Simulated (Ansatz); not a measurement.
## Debugging a many-body input for TiO2 (Rutile)

Aim: the G0W0 gap of TiO2 (Rutile). The first input has a fault.

Main program and level: Ansatz 0.2.0; G0W0 on r2SCAN, plane waves, PAW.

### 1. The starting structure

Symmetry: P4_2/mnm, No. 136, tetragonal system. The conventional cell has a = 4.592 Å, b = 4.592 Å, c = 2.957 Å, α = 90.00°, β = 90.00°, γ = 90.00°. Ti has 6 O at 1.95 to 1.98 Å nearest. Nearest to O lie 3 Ti at 1.95 to 1.98 Å. Farther neighbours and most contacts between anions are not listed.

Coordinates:

```cif
data_structure
_symmetry_space_group_name_H-M 'P4_2/mnm'
_symmetry_Int_Tables_number 136
_cell_length_a 4.5922
_cell_length_b 4.5922
_cell_length_c 2.9574
_cell_angle_alpha 90.000
_cell_angle_beta 90.000
_cell_angle_gamma 90.000
_cell_volume 62.37
loop_
_atom_site_label
_atom_site_type_symbol
_atom_site_symmetry_multiplicity
_atom_site_Wyckoff_symbol
_atom_site_fract_x
_atom_site_fract_y
_atom_site_fract_z
_atom_site_occupancy
Ti1 Ti 2 a 0.00000 0.00000 0.00000 1
O1 O 4 f 0.30496 0.30496 0.00000 1
```

The cell and positions come from the Crystallography Open Database and are kept as given unless a step says otherwise. The default PAW set here is soft_2. Its files were made with PBE.

### 2. First try

File input.yaml:

```yaml
crystal:
  lattice:
    - [4.5922, 0.0, 0.0]
    - [0.0, 4.5922, 0.0]
    - [0.0, 0.0, 2.9574]
  atoms:
    - { symbol: Ti, position: [0.0, 0.0, 0.0] }
    - { symbol: Ti, position: [0.5, 0.5, 0.5] }
    - { symbol: O, position: [0.30496, 0.30496, 0.0] }
    - { symbol: O, position: [0.19504, 0.80496, 0.5] }
    - { symbol: O, position: [0.69504, 0.69504, 0.0] }
    - { symbol: O, position: [0.80496, 0.19504, 0.5] }
kpoints:
  mp_grid: { grid: [2, 2, 2] }
hamiltonian:
  xc: r2scan
scf:
  occupations: { method: fixed }
gw:
  n_empty_bands: 101
  ecut_chi: 80
  qp_bands: [v2, c2]
  qp_kpoints: band_edges
  screening: { model: contour_deformation }
```

Launch:

```console
ansatz run input.yaml --threads 3 --pin off --max-ram 92160MiB --backend cuda --events-out ev --progress --plain --runs-dir out --devices 1 --max-vram 13GiB
```

Numbers of over 12 decimals in the logs are rounded to 6 here.

Output:

```text
GPUs: using 1 of 1 available (devices: 1).
Engine: ansatz 0.2.0, x86_64-unknown-linux-gnu
Pseudopotentials: kind: paw
Pseudopotential: Ti, paw, valence charge 12, recommended cutoff 500 eV (meta_gga), Ti.paw.azcp
Pseudopotential: O, paw, valence charge 6, recommended cutoff 500 eV (meta_gga), O.paw.azcp
Functional definition: r2SCAN
  parameter k0 = 0.174
  parameter k1 = 0.065
  parameter a1 = 4.9479
  exchange = r2scan_x(k0 = k0, k1 = k1, a1 = a1)
  correlation = r2scan_c
device memory: the entry about to start is reckoned to put 1.9 GiB on a device that reports 20.0 GiB free (of which the cap on the GPU budget leaves the run 13.0 GiB)
GPU FFT provider: cuFFT
GPU libraries: cuBLAS 13.8.2, cuFFT 12.4.0, cuSOLVER 12.3.4
Crystal: 6 atoms, lattice volume = 62.367 Å³
Basis set: ecut = 500 eV, 1559 PW (Γ), exchange–correlation on 144×144×96 points (64 copies of the dense FFT grid, shifted against one another)
Bands: 30, of which v1, the nominal top of the filled ones, is band 24 counted from 1 (23 counted from 0)
Symmetry: 16 space group operations
Space group: P42/mnm (ITA 136), of the structure as read, at distance tolerance 4.0e-5 Å
k-points: 6 of 8
Non-local potential: Ti, projectors of the file, l = 0: 3, l = 1: 2, l = 2: 3, l = 3: 1
Non-local potential: O, projectors of the file, l = 0: 2, l = 1: 2, l = 2: 1
PAW form: soft (Blöchl's): semilocal exchange-correlation on the pseudo side does not see the compensation charge
PAW frozen core: Ti, regenerated for the run's functional (the file was generated under x = pbe(κ = 0.804, μ = 0.219515), c = pbe(β = 0.066725))
PAW frozen core: O, regenerated for the run's functional (the file was generated under x = pbe(κ = 0.804, μ = 0.219515), c = pbe(β = 0.066725))
PAW one-centre angular grid: Ti, 590 points (default); XC on 160 Gauss nodes
PAW one-centre angular grid: O, 302 points (default); XC on 160 Gauss nodes
Initial density: superposition of atomic densities (neutral atoms: chi_scale 0, normalization atom), corrected by the library's trained network
Initial wavefunctions: pseudopotential atomic-orbital guess
GPU buffer pool allocated for 31104 grid points (all kernels)
GPU transforms: local potential and band sums: pruned to the plane-wave sphere, on 36×36×24
Functional: x = r2scan, c = r2scan; τ floored in thin density (d = 2e-4 eV/Å³)
SCF iter   1: F=—  HF=-7292.184781 eV  |F-HF|=—  |Δ(HF+E_count)|=         —  Δρ=3.52e-2  dr2=9.04e-1  dr2_τ=4.47e-1  ethr=1.77e-3  ⟨swp⟩=4.0  Hψ=669  notcnv=0  defer=20
preconditioner: auto → Resta (q_TF=auto, 2.612 Å⁻¹)  ε∞=7.4  [insulator: Δε(μ)=2.747 eV  Ē_g=10.518 eV  n_scr=18 (ndim 8)  ℏωp=26.6 eV  f_vac=0.016  ε∞_Penn≈7.4]
SCF iter   2: F=—  HF=-7292.127575 eV  |F-HF|=—  |Δ(HF+E_count)|=   5.72e-2  Δρ=1.39e-2  dr2=5.08e-2  dr2_τ=4.10e-2  ethr=1.77e-3  ⟨swp⟩=3.0  Hψ=390  notcnv=0  defer=11
SCF iter   3: F=—  HF=-7292.123140 eV  |F-HF|=—  |Δ(HF+E_count)|=   4.44e-3  Δρ=5.12e-3  dr2=9.58e-3  dr2_τ=8.15e-4  ethr=1.06e-4  ⟨swp⟩=2.0  Hψ=277  notcnv=0  defer=24
SCF iter   4: F=—  HF=-7292.123151 eV  |F-HF|=—  |Δ(HF+E_count)|=   1.11e-5  Δρ=1.33e-3  dr2=6.01e-4  dr2_τ=1.27e-4  ethr=2.00e-5  ⟨swp⟩=2.2  Hψ=254  notcnv=0  defer=24
SCF iter   5: F=—  HF=-7292.123224 eV  |F-HF|=—  |Δ(HF+E_count)|=   7.33e-5  Δρ=2.08e-4  dr2=3.32e-5  dr2_τ=1.83e-6  ethr=1.25e-6  ⟨swp⟩=2.0  Hψ=253  notcnv=0  defer=24
SCF iter   6: F=—  HF=-7292.123233 eV  |F-HF|=—  |Δ(HF+E_count)|=   8.90e-6  Δρ=6.67e-5  dr2=3.34e-6  dr2_τ=1.93e-7  ethr=6.91e-8  ⟨swp⟩=2.0  Hψ=320  notcnv=0  defer=11
SCF iter   7: F=—  HF=-7292.123233 eV  |F-HF|=—  |Δ(HF+E_count)|=   1.10e-7  Δρ=2.30e-5  dr2=3.80e-7  dr2_τ=2.05e-8  ethr=6.96e-9  ⟨swp⟩=2.2  Hψ=250  notcnv=0  defer=11
SCF iter   8: F=-7292.123233 eV  HF=-7292.123233 eV  |F-HF|=3.00e-10  |Δ(HF+E_count)|=   3.37e-8  Δρ=2.06e-6  dr2=2.48e-9  dr2_τ=1.49e-10  ethr=2.08e-10  ⟨swp⟩=8.2  Hψ=570  notcnv=0
SCF 1 converged in 8 iterations: F = -7292.123233 eV  dr2 = 2.48e-9
[...]
device memory: the entry about to start is reckoned to put 2.6 GiB on a device that reports 21.0 GiB free (of which the cap on the GPU budget leaves the run 13.0 GiB)
NSCF: frozen V_eff on 6 k-points
[...]
device memory: the entry about to start is reckoned to put 2.2 GiB on a device that reports 20.8 GiB free (of which the cap on the GPU budget leaves the run 13.0 GiB)
NSCF: frozen V_eff on 6 k-points
G₀W₀ screening: q 1/6
[... further progress lines ...]
SCF converged after 8 iterations
Free energy (F): -7292.123233 eV
Harris-Foulkes:  -7292.123233 eV  (|F-HF|=3.00e-10)
Internal energy: -7292.123233 eV  (E = F + TS)
E sigma→0 (E₀):  -7292.123233 eV
Fermi energy:    8.901383 eV
--- Per-component energies (eV) ---
  E_band       = -440.124480
  E_kinetic    = 1252.021561
  E_local      = -3076.879161  (includes V_loc(G=0)·N_el)
  E_nonlocal   = 191.468108
  E_hartree    = 1169.327369
  E_xc         = -483.073378
  E_vxc        = -693.406863  (∫ρ·V_xc dr)
  E_paw        = -2747.262973  (= ΣΔE_a)
  E_vpaw       = -497.567710  (= ΣTr[D̂ρ^β])
  E_aug_tail   = 0.004744  (compensation charges beyond the density's cutoff)
  E_vtau       = 45.579772  (kinetic-family band-sum trace: ∫τ·v_τ [+ j·A + Jᵃ·Aᵃ] dr)
  E_ewald      = -3597.094824
  E_core_change = -0.634678  (= ΣΔE_core)
  E_smearing   = -0.000000  (= −TS)
  E_closure    = 0.000000  (closes the sum)
  Σ components = -7292.123233   (vs F -7292.123233, Δ=0.00e0)
--- Band table (eV; the first three rows and the last of 6) ---
  k-point 0: bands = [... 20 lower, 8.1431, 8.4280, 8.4280, 8.9014, 10.9703, 11.3257, 11.4773, 11.5794, ... 2 higher]
  k-point 1: bands = [... 20 lower, 6.4770, 6.4770, 7.4117, 7.4117, 12.0413, 12.0413, 12.2835, 12.2835, ... 2 higher]
  k-point 2: bands = [... 20 lower, 7.1818, 7.1818, 8.1281, 8.1281, 11.6781, 11.6781, 12.1127, 12.1127, ... 2 higher]
  k-point 5: bands = [... 20 lower, 7.5734, 7.5734, 8.1872, 8.1872, 11.6704, 11.6704, 12.3286, 12.3286, ... 2 higher]
--- G₀W₀: contour deformation, 6 samples at zero and on the imaginary axis and 1 off it, 8 q-points, 101 empty bands' worth ---
  eigenvalues of the whole cell's RPA ε∞ on this k-mesh (on a slab, of 1 + 4πα/V) = 9.0536, 9.0536, 11.3274; static W/v taken at q = 0 is 0.097921
  bands read: the sum over 125 bands ends inside a degenerate multiplet in 5 slots, whose members it reads at an even weight; the widest, k=1: bands 125 to 126 (counted from 1) at 1/2 each
  gw.qp_kpoints: band_edges: 6 of 6 stored k-points solved, in 1 pass; an edge of the gap read off the rows below is read off those points alone
    ik  band        ε_KS         Σx   Σc(E_QP)       V_xc       Z   E_QP_lin       E_QP  E_QP is
     0    23      8.4280   -26.5443     4.9494   -21.9942  0.7262     8.8245     8.8274  root
     0    24      8.9014   -26.3222     4.9930   -21.7466  0.7186     9.3155     9.3187  root
     0    25     10.9703   -12.8626    -7.1195   -21.3199  0.7212    12.3554    12.3081  root
     0    26     11.3257   -13.0786    -6.7054   -21.0372  0.7230    12.6202    12.5790  root
     1    23      7.4117   -25.9034     5.1665   -20.9918  0.7099     7.6651     7.6666  root
     1    24      7.4117   -25.9034     5.1665   -20.9918  0.7099     7.6651     7.6666  root
     1    25     12.0413   -14.3993    -6.8653   -22.5415  0.6956    13.3677    13.3182  root
     1    26     12.0413   -14.3993    -6.8653   -22.5415  0.6956    13.3677    13.3182  root
     2    23      8.1281   -25.7807     5.1436   -20.9565  0.7115     8.4453     8.4475  root
     2    24      8.1281   -25.7807     5.1436   -20.9565  0.7115     8.4453     8.4475  root
     2    25     11.6781   -13.3526    -7.0312   -21.6582  0.7078    13.0069    12.9525  root
     2    26     11.6781   -13.3526    -7.0312   -21.6582  0.7078    13.0069    12.9525  root
     3    23      7.8159   -25.7142     5.1733   -20.8275  0.7111     8.1007     8.1025  root
     3    24      7.8159   -25.7142     5.1733   -20.8275  0.7111     8.1007     8.1025  root
[...]
4    26     11.0187   -13.1050    -6.9292   -21.3633  0.7235    12.3935    12.3478  root
     5    23      8.1872   -26.4519     5.0420   -21.7501  0.7214     8.5252     8.5274  root
     5    24      8.1872   -26.4519     5.0420   -21.7501  0.7214     8.5252     8.5274  root
     5    25     11.6704   -13.6488    -6.8218   -21.7065  0.7062    12.9542    12.9062  root
     5    26     11.6704   -13.6488    -6.8218   -21.7065  0.7062    12.9542    12.9062  root
```

Wall time 6.4 s (1 × NVIDIA H100 80GB HBM3 (shared by 6 runs) with 3 threads of AMD EPYC 7R13 (Zen 3), shared host); peak memory 1.1 GiB; 6.5 s of CPU time.

In the SCF lines HF is the Harris–Foulkes energy and dr2 the Hartree energy of the density residual, in eV; the loop may stop once dr2 is under the threshold and the program's other checks hold. Hψ counts applications of the Hamiltonian.

**What went wrong?**

The run ended normally, though the input holds a fault or crude settings.

The fault: G0W0 on a mesh far too coarse. So few points can't sample the density or the screening, and the band edges may lie elsewhere in the zone.

It printed a gap of 2.90 eV, which is an artefact of the settings.

### 3. A better input

G0W0 replaces the xc potential by the self-energy, built once from these orbitals. Only a window of levels is corrected, while the sums run over the empty bands that the input names.

input.yaml, as its differences from that of step 2:

```diff
@@ -13,3 +13,3 @@
 kpoints:
-  mp_grid: { grid: [2, 2, 2] }
+  mp_grid: { grid: [4, 4, 6] }
 hamiltonian:
@@ -19,4 +19,4 @@
 gw:
-  n_empty_bands: 101
-  ecut_chi: 80
+  n_empty_bands: 229
+  ecut_chi: 138
   qp_bands: [v2, c2]
```

Output:

```text
GPUs: using 1 of 1 available (devices: 1).
[...]
GPU FFT provider: cuFFT
GPU libraries: cuBLAS 13.8.2, cuFFT 12.4.0, cuSOLVER 12.3.4
Crystal: 6 atoms, lattice volume = 62.367 Å³
Basis set: ecut = 500 eV, 1559 PW (Γ), exchange–correlation on 144×144×96 points (64 copies of the dense FFT grid, shifted against one another)
Bands: 30, of which v1, the nominal top of the filled ones, is band 24 counted from 1 (23 counted from 0)
[... 1 set-up line as in the run before ...]
[...]
k-points: 24 of 96
[...]
GPU buffer pool allocated for 31104 grid points (all kernels)
[...]
SCF iter   1: F=—  HF=-7292.561013 eV  |F-HF|=—  |Δ(HF+E_count)|=         —  Δρ=2.75e-2  dr2=5.50e-1  dr2_τ=3.86e-1  ethr=1.77e-3  ⟨swp⟩=4.0  Hψ=2734  notcnv=0  defer=50
[...]
0    23      8.3477   -26.2433     4.3164   -22.0046  0.7296     8.4252     8.4253  root
     0    24      8.8197   -26.2042     4.5257   -21.7520  0.7188     8.8932     8.8933  root
     0    25     11.0506   -13.2820    -6.9625   -21.3328  0.7284    12.1636    12.1389  root
     0    26     11.3863   -13.2804    -6.7194   -21.0221  0.7290    12.4306    12.4086  root
     1    23      7.8346   -25.6077     4.0278   -21.6387  0.7275     7.8933     7.8934  root
     1    24      8.6460   -26.0914     4.6645   -21.4835  0.7172     8.7026     8.7027  root
     1    25     11.4399   -13.1800    -7.3003   -21.5185  0.7149    12.5033    12.4780  root
     1    26     11.5923   -13.6987    -6.9148   -21.6967  0.7245    12.7013    12.6754  root
[...]
23    23      8.1144   -26.2696     4.5298   -21.7532  0.7237     8.1277     8.1277  root
    23    24      8.1144   -26.2696     4.5298   -21.7532  0.7237     8.1277     8.1277  root
    23    25     11.7617   -13.6720    -6.9668   -21.6522  0.7104    12.8001    12.7751  root
    23    26     11.7617   -13.6720    -6.9668   -21.6522  0.7104    12.8001    12.7751  root
[key lines of the parts left out:]
SCF converged after 8 iterations
Free energy (F): -7292.576821 eV
Fermi energy:    8.819662 eV
```

Run time: 35 s. Hardware: 1 × NVIDIA H100 80GB HBM3 (shared by 6 runs) with 3 threads; peak memory 1.5 GiB; 63 s of CPU time.

This step gave:

```
bands summed                                 : 253
RPA ε∞ on this mesh (eigenvalues)            : 6.288, 6.288, 7.491
plane waves in the screening matrix          : 217
q-points in the mesh                         : 96
G0W0 gap on the mesh                         : 3.202 eV
k of the valence top                         : 0, 0, 0
k of the conduction bottom                   : 0, -0.5, -0.5
starting gap on the mesh                     : 2.231 eV
Z at the valence top                         : 0.7188
Z at the conduction bottom                   : 0.7267
least direct G0W0 gap on the computed points : 3.246 eV
```

The gap on the mesh goes from 2.23 eV to 3.20 eV, a correction of +0.97 eV, though a band edge has moved to another state.

### 4. Summary of results

```json
{
  "first try": "converged after 6.4 s",
  "better run": "G0W0 gap on the mesh 3.20 eV (4×4×6 mesh, 229 empty bands, screening to 138 eV)"
}
```

In words: The second run differs in: mesh, empty bands and screening cutoff (eV). Bands and cutoff are finite, so the gap is not at the basis limit. The miss can reach some tenths of an eV and take either sign; the mesh is an error of its own.

[Paths, hosts, dates, memory and timing lines, banners, echoed tables and standing remarks are left out of the program output.]

[Logs are printed without paths, hosts, clocks, repeated set-up lines and the standing remarks that a program may print on its own settings, such as how far it seeks lower states.]

[Runs of the session that timed out or met a known fault of the program may be left out.]

[Cells called generated may have been cut or substituted from an entry of the Crystallography Open Database or the Materials Project.]

[Hosts, paths, dates, database ids (printed as entryN), source tags and the programs' standing remarks are cut or masked in the printed files.]
